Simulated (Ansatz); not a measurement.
# SiC, zinc blende: band edges under a change of volume

How fast do the gaps move when the cell is scaled evenly?

Calculated with Ansatz 0.2.0, r2SCAN, PAW files of the set soft_1, cutoff 600 eV, Fermi–Dirac smearing 0.02 eV, k-mesh 11×11×11, no spin polarisation, no spin-orbit coupling.

Reference cell, relaxed at zero pressure with r2SCAN (F-43m): a = 3.0805 Å, b = 3.0805 Å, c = 3.0805 Å, α = 60.00°, β = 60.00°, γ = 60.00°.

```
atom       x       y       z
  Si  0.0000  0.0000  0.0000
   C  0.7500  0.7500  0.7500
```

Levels are read on the k-mesh and along lines from Γ to X = (0.5, 0, 0.5), L = (0.5, 0.5, 0.5), K = (0.375, 0.375, 0.75) and W = (0.5, 0.25, 0.75) in the reciprocal basis of this cell (the letters only name these points), and count from the highest filled level.

| ln(V/V0) | gap (eV) | direct gap at Γ (eV) | lowest empty at X (eV) |
| --- | --- | --- | --- |
| −0.0619 | 1.667 | 7.575 | 1.667 |
| −0.0408 | 1.682 | 7.310 | 1.682 |
| −0.0202 | 1.697 | 7.051 | 1.697 |
| 0.0000 | 1.711 | 6.799 | 1.711 |
| 0.0392 | 1.736 | 6.311 | 1.736 |
| 0.0583 | 1.748 | 6.076 | 1.748 |

**Question.** Fit the lowest empty level at X and give it at ln(V/V0) = 0.0198, a row left out above.

A straight line through the 6 rows: the means are −0.004233 for ln(V/V0) and 1.7068 for the level, Σ(Δx)² = 0.01073 and ΣΔxΔy = 0.007221, so the slope is 0.007221/0.01073 = 0.6728 and the intercept 1.7068 − (0.6728)(−0.004233) = 1.7097.

The slope is the volume deformation potential of this gap, 0.67 eV, as a mean over the range. The line gives 1.723 eV. The run itself gives 1.724 eV, so the estimate misses by 0.001 eV, a rounding's worth.

The gap lies below the direct one at Γ in every row. Semilocal functionals give gaps that are too small, and the error differs from valley to valley, so the order of close valleys can be wrong too.

[Logs are printed without paths, hosts, clocks, repeated set-up lines and the standing remarks that a program may print on its own settings, such as how far it seeks lower states.]
